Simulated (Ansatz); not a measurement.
# Which magnetic ion is it?

A crystal has the composition Cs2KMF6, where M is a 3d element. A calculation (PBE+U, spin-orbit coupling in second variation, Ansatz) gives:

```
S                            : 2
g                            : ⊥ 1.9999, ∥ 1.9893
D, with anisotropic exchange : -4.57 cm⁻¹ (-137 GHz)
moment in its sphere         : 3.19 μB
```

Q: Name the magnetic ion and its oxidation state.

The crystal is Cs2KMnF6, space group I4/mmm. The spin sits on Mn, with 6 F at 1.82 to 1.96 Å round it. With the usual charges of the other elements M must be +3. High-spin ions of that charge with S = 2 are d4 and d6, Mn and Co; the sign of the g shift picks Mn³⁺ high-spin d⁴. Low-spin ions are left aside. The shift is negative: in a shell less than half full the orbital moment opposes the spin.

[Logs are printed without paths, hosts, clocks, repeated set-up lines and the standing remarks that a program may print on its own settings, such as how far it seeks lower states.]

[Hosts, paths, dates, database ids (printed as entryN), source tags and the programs' standing remarks are cut or masked in the printed files.]
